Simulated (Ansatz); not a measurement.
# Electron scattering at the Σ3 (112) boundary in fcc Ni, starting shift (0, 0.5)

Wanted: what the Σ3 (112) boundary in fcc Ni, starting shift (0, 0.5) costs an interconnect.

Calculated with Ansatz 0.2.0; Ansatz plane-wave DFT, PBE, PAW files, collinear spin; relaxation of a bicrystal slab with its lowest layers held; PAW set soft_1, in the first sound run; inputs show where later runs differ.

Most raw output is cut from this account.

## Step 1: Starting point

The cell holds 28 atoms: 28 Ni. Cell: a = 2.492 Å, b = 6.104 Å, c = 30.403 Å, α = 90.0°, β = 90.0°, γ = 90.0°. It derives from Ni. built on the (1 1 2) plane; 0 overlapping atoms removed and the grains opened by 0.7 Å. Vacuum lies along c.

## Step 2: Relaxing the bicrystal

The boundary is built by mirroring the lower grain in the boundary plane and removing any atoms that overlap. A thin bicrystal slab is relaxed first, with the lowest layers held and the upper grain free to shift and open.

input.yaml

```yaml
crystal:
  lattice:
    - [2.4918442969, 0.0, 0.0]
    - [0.0, 6.1037470459, 0.0]
    - [0.0, 0.0, 30.4026706828]
  atoms:
    - { symbol: Ni, position: [0.4999999998, 0.6666666666, 0.1644592362], spin: 1.0 }
    - { symbol: Ni, position: [0.9999999998, 0.3333333333, 0.1881194434], spin: 1.0 }
    - { symbol: Ni, position: [0.4999999998, 1.0, 0.2117796506], spin: 1.0 }
    - { symbol: Ni, position: [0.9999999998, 0.6666666666, 0.2354398578], spin: 1.0 }
    - { symbol: Ni, position: [0.4999999999, 0.3333333333, 0.259100065], spin: 1.0 }
    - { symbol: Ni, position: [0.9999999999, 1.0, 0.2827602722], spin: 1.0 }
    - { symbol: Ni, position: [0.4999999999, 0.6666666666, 0.3064204794], spin: 1.0 }
    - { symbol: Ni, position: [0.9999999999, 0.3333333333, 0.3300806866], spin: 1.0 }
[... 16 atom lines left out ...]
    - { symbol: Ni, position: [0.9999999998, 0.4999999999, 0.7316682949], spin: 1.0 }
    - { symbol: Ni, position: [0.4999999997, 0.8333333333, 0.7553285021], spin: 1.0 }
    - { symbol: Ni, position: [0.9999999997, 0.1666666666, 0.7789887093], spin: 1.0 }
    - { symbol: Ni, position: [0.4999999997, 0.4999999999, 0.8026489165], spin: 1.0 }
magnetization:
  spin_polarized: true
kpoints:
  mp_grid: { grid: [9, 4, 1] }
hamiltonian:
  xc: pbe
  pseudopotentials: { kind: paw, azcp: { folder: soft_1 } }
scf:
  occupations: { method: fermi_dirac, width: 0.1 }
relax:
  f_tol: 0.03
  max_steps: 80
  constraints: [{ sites: [0, 1, 2, 3, 4] }]
```

Launch:

```
ansatz run input.yaml --threads 4 --pin off --max-ram 15360MiB --backend cpu --events-out ev --progress --plain --runs-dir out
```

The job ended after 34 min (4 threads of Arm Neoverse V1, shared host; peak memory 4.9 GiB).

Step by step:

```tsv
step	energy less that of the first step (eV)	largest force component (eV/Å)
1	0.0000	2.9876
2	-0.5692	1.6954
3	-0.9202	0.1355
4	-0.9316	0.0325
5	-0.9339	0.0263
```

Forces are held to the 2 operations that the run works with; a distortion that breaks them can't arise in this run.

The atoms that moved most (Å):

```tsv
atom	dx	dy	dz	length
Ni14	0.000	0.057	0.306	0.312
Ni13	0.000	0.153	0.226	0.273
Ni17	0.000	0.048	0.241	0.245
Ni26	0.000	0.027	0.230	0.231
Ni20	0.000	0.034	0.211	0.213
Ni23	0.000	0.027	0.204	0.206
Ni16	0.000	0.038	0.200	0.203
Ni19	0.000	0.031	0.189	0.192
```

Numbers from this step:

```yaml
free_energy: -163507.8434 eV
energy_at_zero_smearing: -163507.0620 eV
fermi_energy: 10.24 eV
magnetization: 17.78 μB
absolute_magnetization: 20.33 μB
```

The largest force component on a free atom ends at 0.026 eV/Å, under the tolerance of 0.03, after 5 steps.

## Step 3: Transmission across the boundary

Bulk layers of each grain are laid under and over the relaxed boundary, and a lead is named in the middle of each, away from the free faces. The mesh across the current, 26×10, is finer than the density's, because channels open and close sharply across the zone. Energies from -0.1 to 0.1 eV in steps of 0.05 eV are too few for the program's thermal sum, so it prints no conductance; for a metal the transmission near the Fermi level serves, at a fraction of the cost.

This step: Ansatz plane-wave DFT, PBE, PAW files, collinear spin; ballistic transport by layer matching (Landauer), zero bias; boundary relaxed in a short slab, bulk layers laid on; PAW set soft_1 (Ansatz 0.2.0).

System of this step: Σ3 (112) boundary in fcc Ni, starting shift (0, 0.5). The cell holds 60 atoms: 60 Ni. Its edges and angles: a = 2.492 Å, b = 6.104 Å, c = 50.586 Å, α = 90.0°, β = 90.0°, γ = 90.0°. It derives from Ni. Regions: lower grain, 24 atoms (24 Ni); boundary, 17 atoms (17 Ni); upper grain, 19 atoms (19 Ni). Vacuum lies along c.

input.yaml

```yaml
crystal:
  lattice:
    - [2.4918442969, 0.0, 0.0]
    - [0.0, 6.1037470459, 0.0]
    - [0.0, 0.0, 50.5856334315]
  atoms:
    - { symbol: Ni, position: [-15.5000000005, 10.3333333332, 0.0790738344], spin: 1.0 }
    - { symbol: Ni, position: [-15.0000000005, 9.9999999998, 0.0932939487], spin: 1.0 }
    - { symbol: Ni, position: [-14.5000000004, 9.6666666665, 0.1075140629], spin: 1.0 }
    - { symbol: Ni, position: [-14.0000000004, 9.3333333332, 0.1217341772], spin: 1.0 }
    - { symbol: Ni, position: [-13.5000000004, 8.9999999999, 0.1359542915], spin: 1.0 }
    - { symbol: Ni, position: [-13.0000000004, 8.6666666665, 0.1501744057], spin: 1.0 }
    - { symbol: Ni, position: [-12.5000000004, 8.3333333332, 0.16439452], spin: 1.0 }
    - { symbol: Ni, position: [-12.0000000003, 7.9999999999, 0.1786146343], spin: 1.0 }
[... 48 atom lines left out ...]
    - { symbol: Ni, position: [-12.0000000003, 8.5051097305, 0.8782658228], spin: 1.0 }
    - { symbol: Ni, position: [-12.5000000003, 8.8384430638, 0.8924859371], spin: 1.0 }
    - { symbol: Ni, position: [-13.0000000004, 9.1717763971, 0.9067060513], spin: 1.0 }
    - { symbol: Ni, position: [-13.5000000004, 9.5051097305, 0.9209261656], spin: 1.0 }
magnetization:
  spin_polarized: true
kpoints:
  mp_grid: { grid: [10, 4, 1] }
hamiltonian:
  xc: pbe
  pseudopotentials: { kind: paw, azcp: { folder: soft_1 } }
scf:
  occupations: { method: fermi_dirac, width: 0.1 }
output:
  transmission:
    leads: [[13, 14], [49, 50]]
    kmesh: [26, 10]
    e_range: [-0.1, 0.1]
    de: 0.05
  write_potential: true
  write_density: true
  volumetric_format: npy
  elf: true
```

Wall time 1.9 h (4 threads); peak memory 10 GiB; 7.3 h of CPU time.

Numbers from this step:

- free energy: -350379.8680 eV
- energy at zero smearing: -350378.2407 eV
- Fermi energy: 14.54 eV
- magnetization: 38.97 μB
- absolute magnetization: 44.38 μB
- cell area: 15.21 Å²
- transmission, spin up: 1.564
- transmission, spin down: 2.677
- open channels, spin up: 1.881
- open channels, upper lead, spin up: 1.881
- open channels, spin down: 5.085
- open channels, upper lead, spin down: 5.1
- step of the lead's potential: 6.9 meV
- step of the upper lead's potential: 8.2 meV

Per spin. The transmission, zone mean by energy, zero at the Fermi level:

```tsv
energy (eV)	T up	T down
-0.1000	1.51	2.31
-0.0500	1.53	2.53
0.0000	1.56	2.68
0.0500	1.60	2.72
0.1000	1.63	2.78
```

Per spin. Table of open channels, zone mean by energy, zero at the Fermi level:

```tsv
energy (eV)	lead up	upper lead up	lead down	upper lead down
-0.1000	1.84	1.84	4.83	4.82
-0.0500	1.86	1.86	4.93	4.93
0.0000	1.88	1.88	5.08	5.1
0.0500	1.93	1.93	5.21	5.18
0.1000	1.99	1.99	5.35	5.37
```

Transmission over k1 and k2. At 0.0000 eV from the Fermi level, spin up.

Ten even steps from '0' (0.00) to '9' (2.56):
```
00377777777766677777777730
00377777777777777777777730
00357777777887887777777530
00333377789988899877733330
00333333999988899993333330
00333377789988899877733330
00357777777887887777777530
00377777777777777777777730
00377777777766677777777730
00177777777612167777777710
```
Columns: k1 (b1) from -0.5 to 0.462; rows upwards: k2 (b2) from -0.5 to 0.4.

Open channels over k1 and k2. At 0.0000 eV from the Fermi level, spin up.

Ten even steps from '0' (0.00) to '9' (3.00):
```
63366666666699966666666633
03366666666699966666666633
00366666666999996666666630
00333366699999999966633330
00333333999999999993333330
00333366699999999966633330
00366666666999996666666630
03366666666699966666666633
63366666666699966666666633
66666666666666666666666666
```
Columns: k1 (b1) from -0.5 to 0.462; rows upwards: k2 (b2) from -0.5 to 0.4.

Transmission over k1 and k2. At 0.0000 eV from the Fermi level, spin down.

Values, 10 rows by 16 columns, each cell a mean:
```
0.66 1.53 2.66 2.66 2.65 2.20 1.72 1.71 1.90 1.58 1.89 2.43 2.69 2.67 2.36 1.15
0.82 0.83 3.08 2.92 2.91 2.83 3.08 2.53 2.36 2.72 3.02 2.87 2.92 3.06 2.34 0.61
2.84 2.17 3.09 2.98 3.09 3.36 3.62 3.87 3.78 3.64 3.68 3.13 3.08 3.16 2.61 2.10
3.51 2.54 2.96 2.44 3.12 3.74 3.89 4.39 4.67 4.12 3.89 3.45 3.00 2.43 2.83 2.89
3.48 3.54 3.19 2.09 3.26 3.82 2.81 4.38 4.79 3.73 3.08 3.79 2.65 2.39 3.43 3.47
3.51 2.54 2.96 2.44 3.12 3.74 3.89 4.39 4.67 4.12 3.89 3.45 3.00 2.43 2.83 2.89
2.84 2.17 3.09 2.98 3.09 3.36 3.62 3.87 3.78 3.64 3.68 3.13 3.08 3.16 2.61 2.10
0.82 0.83 3.08 2.92 2.91 2.83 3.08 2.53 2.36 2.72 3.02 2.87 2.92 3.06 2.34 0.61
0.66 1.53 2.66 2.66 2.65 2.20 1.72 1.71 1.90 1.58 1.89 2.43 2.69 2.67 2.36 1.15
0.84 0.96 1.99 2.08 1.95 1.60 1.33 1.16 0.86 1.22 1.42 1.75 2.02 2.09 1.66 0.79
```
Columns: k1 (b1) from -0.5 to 0.462; rows upwards: k2 (b2) from -0.5 to 0.4.

Open channels over k1 and k2. At 0.0000 eV from the Fermi level, spin down.

Ten even steps from '0' (2.0) to '9' (10.0):
```
00033333322233322233333300
00055333335333335333335500
52256333355566655533336522
55365233555677765553325635
55975225552677762555225795
55365233555677765553325635
52256333355566655533336522
00055333335333335333335500
00033333322233322233333300
20022222222222222222222200
```
Columns: k1 (b1) from -0.5 to 0.462; rows upwards: k2 (b2) from -0.5 to 0.4.

Slowest decay crystal 1 over k1 and k2. At 0.0000 eV from the Fermi level, spin up.

Ten even steps from '_' (0.000) to '@' (0.236):
```
____________________________________________________
**__________________________________________________
@@==______________________________________________==
@@%%______________________________________________%%
%%@@______________________________________________@@
@@%%______________________________________________%%
@@==______________________________________________==
**__________________________________________________
____________________________________________________
____________________________________________________
```
Columns: k1 (b1) from -0.5 to 0.462; rows upwards: k2 (b2) from -0.5 to 0.4.

Spin density in the cb plane at fractional x = 0.000, with atoms of Ni within 0.2 Å of it.

Values in e/Å³, 9 rows by 16 columns, each cell a mean:
```
0.2 0.0 0.0 0.0 0.3 0.0 0.0 0.0 0.3 0.0 0.0 0.0 0.0 0.0 0.0 0.0
0.7 0.0 0.0 0.1 1.1 0.0 0.0 0.0 1.1 0.1 0.0 0.0 0.0 0.0 0.0 0.0
0.0 0.0 0.0 0.0 0.1 0.0 0.0 0.0 0.1 0.0 0.0 0.0 0.0 0.0 0.0 0.0
0.0 0.3 0.0 0.0 0.0 0.3 0.0 0.0 0.0 0.2 0.2 0.0 0.0 0.0 0.0 0.0
0.0 1.1 0.0 0.0 0.0 1.0 0.2 0.0 0.0 0.6 0.6 0.0 0.0 0.0 0.0 0.0
0.0 0.1 0.0 0.0 0.0 0.1 0.0 0.0 0.0 0.0 0.0 0.0 0.0 0.0 0.0 0.0
0.0 0.0 0.2 0.1 0.0 0.0 0.1 0.2 0.0 0.0 0.0 0.3 0.0 0.0 0.0 0.0
0.0 0.0 0.8 0.4 0.0 0.0 0.3 0.9 0.0 0.0 0.1 1.2 0.0 0.0 0.0 0.0
0.0 0.0 0.0 0.0 0.0 0.0 0.0 0.1 0.0 0.0 0.0 0.1 0.0 0.0 0.0 0.0
```
Columns run along c (16.0 Å, from fractional 0.68 to 1.00 of the cell), rows up along b (6.1 Å). Atoms in or near the plane, at fractional coordinates: Ni at (0.71, 0.51), Ni at (0.74, 0.17), Ni at (0.76, 0.84), Ni at (0.79, 0.51), Ni at (0.82, 0.17), Ni at (0.85, 0.84), Ni at (0.88, 0.51), Ni at (0.91, 0.17).

Valence density in the cb plane at fractional x = 0.000, with atoms of Ni within 0.2 Å of it. It is the smooth field of the valence electrons, not physical close to the nuclei.

Values in e/Å³, 9 rows by 16 columns, each cell a mean:
```
 5  0  0  1  7  0  0  0  7  1  0  0  0  0  0  0
16  0  0  3 23  0  0  1 24  2  0  0  0  0  0  0
 1  0  0  0  1  0  0  0  1  0  0  0  0  0  0  0
 1  7  0  0  0  6  2  0  0  4  4  0  0  0  0  0
 1 25  1  0  0 22  4  0  0 13 14  0  0  0  0  0
 0  1  0  0  0  1  1  0  0  1  1  0  0  0  0  0
 0  0  5  3  0  0  2  5  0  0  1  7  0  0  0  0
 0  0 17  9  0  0  7 19  0  0  1 24  1  0  0  0
 0  0  1  1  0  0  1  1  0  0  0  2  0  0  0  0
```
Columns run along c (16.0 Å, from fractional 0.68 to 1.00 of the cell), rows up along b (6.1 Å). Atoms in or near the plane, at fractional coordinates: Ni at (0.71, 0.51), Ni at (0.74, 0.17), Ni at (0.76, 0.84), Ni at (0.79, 0.51), Ni at (0.82, 0.17), Ni at (0.85, 0.84), Ni at (0.88, 0.51), Ni at (0.91, 0.17).

Electrostatic potential energy in the cb plane at fractional x = 0.000, with atoms of Ni within 0.2 Å of it. With pseudopotentials it is smooth inside the atoms' cores, unlike the true potential.

Ten even steps from '0' (-8 eV) to '9' (19 eV), each cell a mean:
```
02789888872004899888861005898888999999999999
60488888840650588888721730788889999999999999
92288778831990488778714970688789999999999999
30588888850220688888830312788889999999999999
24778889985225778889974236778899999999999999
77522589988877422689988777323789999999999999
86023058888884032178888883131288888999999999
84189138877882298058878870595078878899999999
85056048888883164068888871262178888999999999
98400278888987201478888986101588888999999999
98876765578998767764578998767754689999999999
88888710017888888501037888888401048999999999
88788408714887887229606887887159417999999999
87788408814887887229606887887159417999999999
88888710016888888500037888888400048999999999
77899875577778899864577778999864689999999999
```
Columns run along c (16.0 Å, from fractional 0.68 to 1.00 of the cell; values clipped at the 3rd and 97th percentile), rows up along b (6.1 Å). Atoms in or near the plane, at fractional coordinates: Ni at (0.71, 0.51), Ni at (0.74, 0.17), Ni at (0.76, 0.84), Ni at (0.79, 0.51), Ni at (0.82, 0.17), Ni at (0.85, 0.84), Ni at (0.88, 0.51), Ni at (0.91, 0.17).

Nearest the Fermi level spin up passes 1.56 of 1.88 channels of the lower lead and spin down 2.68 of 5.08.

## Step 4: Specific resistance

This step: Ansatz plane-wave DFT, PBE, PAW files, collinear spin; ballistic transport by layer matching (Landauer), zero bias; specific resistance of the boundary; PAW set soft_1 (Ansatz 0.2.0).

Numbers from this step:

- area resistance: 0.2741 fΩ m²
- T over the leads' mean channel count: 0.5976
- spin asymmetry γ: 0.2546 (R down - R up) / (R down + R up)

Averaged over the energies near the Fermi level, 59.8 % of the channels pass, which makes 0.274 fΩ m².

By hand, with means over the energies near the Fermi level: RA per spin = A (h/e²)(1/T − ½[1/N₁ + 1/N₂]); spin up: 15.21×10⁻²⁰ m² × 25 813 Ω × (1/1.568 − ½[1/1.899 + 1/1.899]) = 0.437 fΩ m²; spin down: 15.21×10⁻²⁰ m² × 25 813 Ω × (1/2.603 − ½[1/5.081 + 1/5.079]) = 0.736 fΩ m². The spins conduct in parallel, so 1/RA = 1/0.437 + 1/0.736 and RA = 0.274 fΩ m²; γ = (0.736 − 0.437)/(0.736 + 0.437) = 0.26.

## Step 5: Single-crystal slab for reference

The free faces cost energy too. A single-crystal slab with the same faces and held layers is relaxed, so that they cancel.

This step: Ansatz plane-wave DFT, PBE, PAW files, collinear spin; relaxation of a single-crystal slab with its lowest layers held; PAW set soft_1 (Ansatz 0.2.0).

System of this step: Ni slab, plane (1, 1, 2). The cell holds 27 atoms: 27 Ni. Its edges and angles: a = 2.492 Å, b = 6.104 Å, c = 29.703 Å, α = 90.0°, β = 90.0°, γ = 90.0°. It derives from Ni. Vacuum lies along c.

input.yaml

```yaml
crystal:
  lattice:
    - [2.4918442969, 0.0, 0.0]
    - [0.0, 6.1037470459, 0.0]
    - [0.0, 0.0, 29.7026706828]
  atoms:
    - { symbol: Ni, position: [0.9999999995, 0.6666666665, 0.1683350313], spin: 1.0 }
    - { symbol: Ni, position: [0.4999999995, 0.3333333332, 0.1925528364], spin: 1.0 }
    - { symbol: Ni, position: [0.9999999995, 0.9999999999, 0.2167706414], spin: 1.0 }
    - { symbol: Ni, position: [0.4999999995, 0.6666666665, 0.2409884465], spin: 1.0 }
    - { symbol: Ni, position: [0.9999999996, 0.3333333332, 0.2652062515], spin: 1.0 }
    - { symbol: Ni, position: [0.4999999996, 0.9999999999, 0.2894240565], spin: 1.0 }
    - { symbol: Ni, position: [0.9999999996, 0.6666666666, 0.3136418616], spin: 1.0 }
    - { symbol: Ni, position: [0.4999999996, 0.3333333332, 0.3378596666], spin: 1.0 }
[... 15 atom lines left out ...]
    - { symbol: Ni, position: [0.4999999999, 1.0, 0.7253445473], spin: 1.0 }
    - { symbol: Ni, position: [1.0, 0.6666666667, 0.7495623523], spin: 1.0 }
    - { symbol: Ni, position: [0.5, 0.3333333333, 0.7737801574], spin: 1.0 }
    - { symbol: Ni, position: [0.0, 0.0, 0.7979979624], spin: 1.0 }
magnetization:
  spin_polarized: true
kpoints:
  mp_grid: { grid: [9, 4, 1] }
hamiltonian:
  xc: pbe
  pseudopotentials: { kind: paw, azcp: { folder: soft_1 } }
scf:
  occupations: { method: fermi_dirac, width: 0.1 }
relax:
  f_tol: 0.03
  max_steps: 80
  constraints: [{ sites: [0, 1, 2, 3, 4] }]
```

The job ended after 22 min (4 threads; peak memory 4.6 GiB; 83 min of CPU time).

Relaxation path:

```tsv
step	energy less that of the first step (eV)	largest force component (eV/Å)
1	0.0000	0.6282
2	-0.0308	0.3884
3	-0.0511	0.0628
4	-0.0516	0.0124
```

The atoms that moved most (Å):

```tsv
atom	dx	dy	dz	length
Ni27	0.000	0.052	-0.150	0.159
Ni26	0.000	0.008	-0.069	0.069
Ni24	0.000	-0.016	-0.046	0.049
Ni23	0.000	0.008	-0.034	0.035
Ni21	0.000	-0.004	-0.031	0.032
Ni18	0.000	-0.001	-0.025	0.025
Ni20	0.000	-0.003	-0.021	0.021
Ni25	0.000	-0.005	0.020	0.020
```

Final coordinates:

```xyz
27
Lattice="2.4918 0.0000 0.0000 0.0000 6.1037 0.0000 0.0000 0.0000 29.7027" Properties=species:S:1:pos:R:3
Ni    2.4918    4.0692    5.0000
Ni    1.2459    2.0346    5.7193
Ni    2.4918    6.1037    6.4387
Ni    1.2459    4.0692    7.1580
Ni    2.4918    2.0346    7.8773
Ni    1.2459    6.1033    8.5888
Ni    2.4918    4.0724    9.3097
Ni    1.2459    2.0379   10.0249
Ni    2.4918    6.1062   10.7437
Ni    1.2459    4.0702   11.4647
Ni    2.4918    2.0353   12.1807
Ni    1.2459    6.1042   12.8986
Ni    2.4918    4.0693   13.6194
Ni    1.2459    2.0348   14.3363
Ni    2.4918    6.1035   15.0522
Ni    1.2459    4.0686   15.7755
Ni    2.4918    2.0344   16.4916
Ni    1.2459    6.1026   17.2041
Ni    2.4918    4.0669   17.9339
Ni    1.2459    2.0317   18.6468
Ni    2.4918    6.0999   19.3553
Ni    1.2459    4.0681   20.0963
Ni    2.4918    2.0428   20.7910
Ni    1.2459    6.0877   21.4984
Ni    2.4918    4.0638   22.2836
Ni    1.2459    2.0423   22.9148
Ni    0.0000    0.0524   23.5523
```

Numbers from this step:

| Item | Value |
| --- | --- |
| free energy | -157668.9985 eV |
| energy at zero smearing | -157668.2485 eV |
| Fermi energy | 10.05 eV |
| magnetization | 17.11 μB |
| absolute magnetization | 19.58 μB |

The largest force component on a free atom ends at 0.012 eV/Å, under the tolerance of 0.03, after 4 steps.

## Step 6: Bulk reference

The perfect crystal gives the energy per atom, for the atoms by which bicrystal and slab differ.

This step: Ansatz plane-wave DFT, PBE, PAW files, collinear spin; bulk reference; PAW set soft_1 (Ansatz 0.2.0).

System of this step: Ni. The structure is cubic, space group Fm-3m (No. 225). The conventional cell has a = 3.524 Å, b = 3.524 Å, c = 3.524 Å, α = 90.00°, β = 90.00°, γ = 90.00°. Nearest to Ni lie 12 Ni at 2.49 Å.

input.yaml, the sections that differ from step 5:

```yaml
crystal:
  lattice:
    - [0.0, 1.762, 1.762]
    - [1.762, 0.0, 1.762]
    - [1.762, 1.762, 0.0]
  atoms:
    - { symbol: Ni, position: [0.0, 0.0, 0.0], spin: 1.0 }
kpoints:
  mp_grid: { grid: [21, 21, 21] }
# magnetization, hamiltonian, scf: as in step 5
# relax: removed
```

Run time: 2.6 s. Hardware: 4 threads; peak memory 0.33 GiB; 9 s of CPU time.

Numbers from this step:

| Quantity | Value |
| --- | --- |
| free energy | -5839.7518 eV |
| energy at zero smearing | -5839.7248 eV |
| Fermi energy | 17.82 eV |
| magnetization | 0.6244 μB |
| absolute magnetization | 0.7139 μB |
| site moments | 0.6624 μB |

The cell carries a net spin moment of 0.62 μB and an absolute one of 0.71 μB.

## Step 7: Boundary energy

This step: Ansatz plane-wave DFT, PBE, PAW files, collinear spin; bicrystal less single-crystal slab less bulk atoms, a boundary area; PAW set soft_1 (Ansatz 0.2.0).

Numbers from this step:

| Quantity | Value |
| --- | --- |
| excess energy of the cell | 0.9113 eV |
| boundary energy | 0.9599 J/m² |

The boundary costs 0.96 J/m².

By hand: 0.911 eV / 15.21 Å² × 16.02 = 0.960 J/m².

## Step 8: What came out

```yaml
specific_resistance_of_the_boundary: 0.274 fΩ m²
share_of_channels_that_pass: 0.598
boundary_energy: 0.960 J/m²
```

The boundary has a specific resistance of 0.27 fΩ m² and an energy of 0.96 J/m². The boundary reflects 40 % of the channels; 0.27 fΩ m² is 2.7×10⁻¹² Ω·cm². That equals the resistance of 3.8 nm of bulk Ni at 300 K (measured 7.2 µΩ cm, CRC Handbook of Chemistry and Physics, 84th ed., 2003, Electrical Resistivity of Pure Metals). One starting structure was relaxed; another shift or atom count at the boundary may lie lower. One magnetic start was tried, and the two spins conduct in parallel without mixing.

[Logs are printed without paths, hosts, clocks, repeated set-up lines and the standing remarks that a program may print on its own settings, such as how far it seeks lower states.]

[Hosts, paths, dates, database ids (printed as entryN), source tags and the programs' standing remarks are cut or masked in the printed files.]
